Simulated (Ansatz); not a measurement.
Rows from a G0W0 calculation on Ta3N5 (Cmcm) (Ansatz 0.2.0; G0W0 on LDA, plane waves, PAW; 6×6×2 mesh, 685 empty bands, screening to 130 eV, hard PAW files), in eV. Spin-orbit coupling is left out.

| row | Σx | Σc | Vxc | Z |
| --- | --- | --- | --- | --- |
| A | -21.49 | 2.35 | -19.19 | 0.75 |
| B | -13.42 | -4.67 | -18.81 | 0.78 |
| C | -13.13 | -4.63 | -18.47 | 0.78 |
| D | -13.87 | -4.57 | -19.17 | 0.77 |
| E | -13.60 | -4.67 | -19.00 | 0.77 |
| F | -21.45 | 2.59 | -18.88 | 0.75 |

Which rows are filled states and which are empty ones, and how can one tell?

Filled: A and F. Empty: B, C, D and E. The sign of Σc tells: for a filled state bare exchange, which holds its interaction with itself, lies below Vxc (Σx − Vxc is -2.3 eV or lower here) and screening gives part back as a positive Σc. For an empty state Σx lies above Vxc (+5.3 eV or more) and the Coulomb hole leaves Σc negative.

[Runs of the session that timed out or met a known fault of the program may be left out.]

[Cells called generated may have been cut or substituted from an entry of the Crystallography Open Database or the Materials Project.]

[Hosts, paths, dates, database ids (printed as entryN), source tags and the programs' standing remarks are cut or masked in the printed files.]
